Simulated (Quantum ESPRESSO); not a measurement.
# MgS (F-43m): third-order response, part 3 of 3

Wanted: vibrational spectra of MgS (F-43m) from linear and non-linear response.

Quantum ESPRESSO 8.0 development, patched; DFT LDA, scalar-relativistic, plane waves, PseudoDojo norm-conserving pseudopotentials.

So far. Step 5 (Zone-centre response): The acoustic modes at Γ come out as far as 3.9 cm⁻¹ from zero, where they should vanish, a small numerical error; the Born charges miss their sum rule by 0.0018 e, which is good. The relaxed cell has a = 5.596 Å (conventional setting).

### 6. Zone-centre analysis (continued)

Unit eigenvectors of the mass-weighted matrix after the sum rule; no LO-TO term. Modes at Γ, with each element's share of the kinetic energy:

| mode | frequency (cm⁻¹) | symmetry | Mg % | S % |
| --- | --- | --- | --- | --- |
| 1 | 0.0 | acoustic | 43 | 57 |
| 2 | 0.0 | acoustic | 43 | 57 |
| 3 | 0.0 | acoustic | 43 | 57 |
| 4 | 343.3 | T2 | 57 | 43 |
| 5 | 343.3 | T2 | 57 | 43 |
| 6 | 343.3 | T2 | 57 | 43 |

Displacements in mode 5 (343.3 cm⁻¹), the largest set to 1:
```
Mg1  0.00  0.00  1.00
S2   0.00  0.00 -0.76
```

Degenerate modes summed, no LO-TO term. Infrared lines, with heights relative to the strongest:

| position (cm⁻¹) | lines merged | label | IR intensity, relative |
| --- | --- | --- | --- |
| 343 | 3 | T2 | 100 |

Degenerate modes summed. Lines of the Raman spectrum (strongest = 100):

| position (cm⁻¹) | lines merged | label | Raman activity, relative |
| --- | --- | --- | --- |
| 343 | 3 | T2 | 100 |

Static dielectric tensor (ions relaxed, fixed cell):

```
6.63 0.00 0.00
0.00 6.63 0.00
0.00 0.00 6.63
```

The rule moves no optical mode by more than 0.1 cm⁻¹.

### 7. Sum rules set otherwise: a sum rule for molecules or wires on a crystal

This rule also removes rotations, which suits molecules and not a crystal; it is tried to see the harm.

The input, dynmat.in:

```
&input
   fildyn = 'g.dyn'
   asr = 'zero-dim'
   fileig = 'dynmat.eig'
   lperm = .true.
/
```

Run with:

```console
$ dynmat.x -in dynmat.in > dynmat.out
```

Output:

```text
[banner, memory and clock lines left out]
Program DYNMAT v.8.0dev

     Reading Dynamical Matrix from file g.dyn
     ...Force constants read
     ...epsilon and Z* read
     ...Raman cross sections read
     Warning: this looks like a crystal, not a molecule in a box: use asr = 'crystal'
     Acoustic Sum Rule: || Z*(ASR) - Z*(orig)|| =    2.170020E-03
     Acoustic Sum Rule: ||dyn(ASR) - dyn(orig)||=    3.487806E-01
     Message from routine dynmat:
     WARNING: the charges keep any dipole. Ignore the strengths of the modes set to zero; with q typed a rigid rotation may get a frequency
     A direction for q was not specified:TO-LO splitting will be absent

     Polarizability (A^3 units)
     multiply by 0.483137 for Clausius-Mossotti correction (not under assume_isolated = 'mt')
        11.191867    0.000000   -0.000000
        -0.000000   11.191867   -0.000000
         0.000000   -0.000000   11.191867

     IR activities are in (D/A)^2/amu units
     Raman activities are in A^4/amu units
     multiply Raman by 0.054486 for Clausius-Mossotti correction (not under assume_isolated = 'mt')

# mode   [cm-1]    [THz]      IR          Raman   depol.fact
    1     -0.00   -0.0000    1.6905         0.7139    0.7500
    2     -0.00   -0.0000    1.7239         0.7284    0.7500
    3     -0.00   -0.0000    0.3987         0.1686    0.7500
    4      0.00    0.0000    4.0772         1.7249    0.7500
    5      0.00    0.0000    3.8445         1.6268    0.7500
    6    343.30   10.2917    5.8675         2.4813    0.7500

Electronic dielectric permittivity tensor (relative, adimensional)
         4.209419    0.000000   -0.000000
        -0.000000    4.209419   -0.000000
         0.000000   -0.000000    4.209419

 ... with zone-center polar mode contributions
         5.017136   -0.807717   -0.807717
        -0.807717    5.017136    0.807717
        -0.807717    0.807717    5.017136
```

Run time: 0.44 s. Hardware: 1 thread of Arm Neoverse V1, shared host.

The run ended normally, but on settings that are not sound.

The fault: a sum rule for molecules or wires on a crystal; 2 optical modes are projected out to zero frequency, as if they were rotations, and the static dielectric tensor is spoilt.

For a crystal the rule has to be 'simple' or 'crystal'.

Zone-centre frequencies as printed; negative means imaginary. Modes:

| mode | frequency (cm⁻¹) |
| --- | --- |
| 1 | 0 |
| 2 | 0 |
| 3 | 0 |
| 4 | 0 |
| 5 | 0 |
| 6 | 343.3 |

### 8. The LO-TO splitting (1 0 0)

A longitudinal polar mode sets up a macroscopic field that stiffens it; the term hangs on the direction from which q goes to zero.

The input, dynmat.in:

```
&input
   fildyn = 'g.dyn'
   asr = 'simple'
   fileig = 'dynmat.eig'
   q(1) = 1.0
   q(2) = 0.0
   q(3) = 0.0
/
```

Run with:

```console
$ dynmat.x -in dynmat.in > dynmat.out
```

Output:

```text
[banner, memory and clock lines left out]
Program DYNMAT v.8.0dev

     Reading Dynamical Matrix from file g.dyn
     ...Force constants read
     ...epsilon and Z* read
     ...Raman cross sections read

     Polarizability (A^3 units)
     multiply by 0.483137 for Clausius-Mossotti correction (not under assume_isolated = 'mt')
        11.191867    0.000000   -0.000000
        -0.000000   11.191867   -0.000000
         0.000000   -0.000000   11.191867

     IR activities are in (D/A)^2/amu units
     Raman activities are in A^4/amu units
     multiply Raman by 0.054486 for Clausius-Mossotti correction (not under assume_isolated = 'mt')

# mode   [cm-1]    [THz]      IR          Raman   depol.fact
    1     -0.00   -0.0000    0.0000         0.0000    0.7500
    2     -0.00   -0.0000    0.0000         0.0000    0.7500
    3      0.00    0.0000    0.0000         0.0000    0.7500
    4    343.27   10.2911    5.8675         2.4813    0.7500
    5    343.27   10.2911    5.8675         2.4813    0.7500
    6    430.90   12.9182    5.8675         2.4813    0.7500
```

Run time: 0.44 s. Hardware: 1 thread.

Numbers from this step:

```
highest mode moved by the LO-TO term : 430.9 cm⁻¹
```

Zone-centre frequencies as printed; negative means imaginary. Modes:

| mode | frequency (cm⁻¹) |
| --- | --- |
| 1 | 0 |
| 2 | 0 |
| 3 | 0 |
| 4 | 343.3 |
| 5 | 343.3 |
| 6 | 430.9 |

The field moves one mode, from 343 to 431 cm⁻¹; the others stay.

### 9. What came out

| Property | Result |
| --- | --- |
| space group after relaxation | F-43m |
| volume per atom | 21.9 Å³ |
| gap on the k-mesh | 3.35 eV |
| highest optical zone-centre mode (no LO-TO term) | 343.3 cm⁻¹ |
| highest mode moved by the LO-TO term | 430.9 cm⁻¹ |
| mean high-frequency dielectric constant | 4.21 |
| largest Born charge in size (third of the trace) | 1.88 e |
| mean static dielectric constant | 6.63 |
| imaginary optical modes at the zone centre (no q mesh in this session) | none |

What this shows: The largest Raman activity of MgS (F-43m) lies at 343 cm⁻¹ and the strongest infrared line at 343 cm⁻¹ (transverse modes). At the LDA level the optical modes of MgS (F-43m) at the zone centre (no LO-TO term) lie at 343 cm⁻¹. Along the directions run, the highest mode that the macroscopic field moves lies at 431 cm⁻¹. Lattice motion raises the mean dielectric constant from 4.209 to 6.633. The Born charge of Mg is 1.874 e against a formal charge of +2, close to the ionic value. The Lyddane-Sachs-Teller relation holds: (ωLO/ωTO)² is 1.58 and ε₀/ε∞ is 1.58. These are harmonic frequencies at zero temperature: anharmonic shifts and linewidths and thermal expansion are left out. The build is a development version in which the Raman tensors of release 7.5 are mended; dynmat.x leaves out the electro-optic term of LO lines. The structure comes from a database and need not be the phase that is stable at ambient conditions.

[Host names and launcher messages were left out of these logs when they were recorded.]

[Logs are printed without paths, hosts, clocks, repeated set-up lines and the standing remarks that a program may print on its own settings, such as how far it seeks lower states.]

[Hosts, paths, dates, database ids (printed as entryN), source tags and the programs' standing remarks are cut or masked in the printed files.]
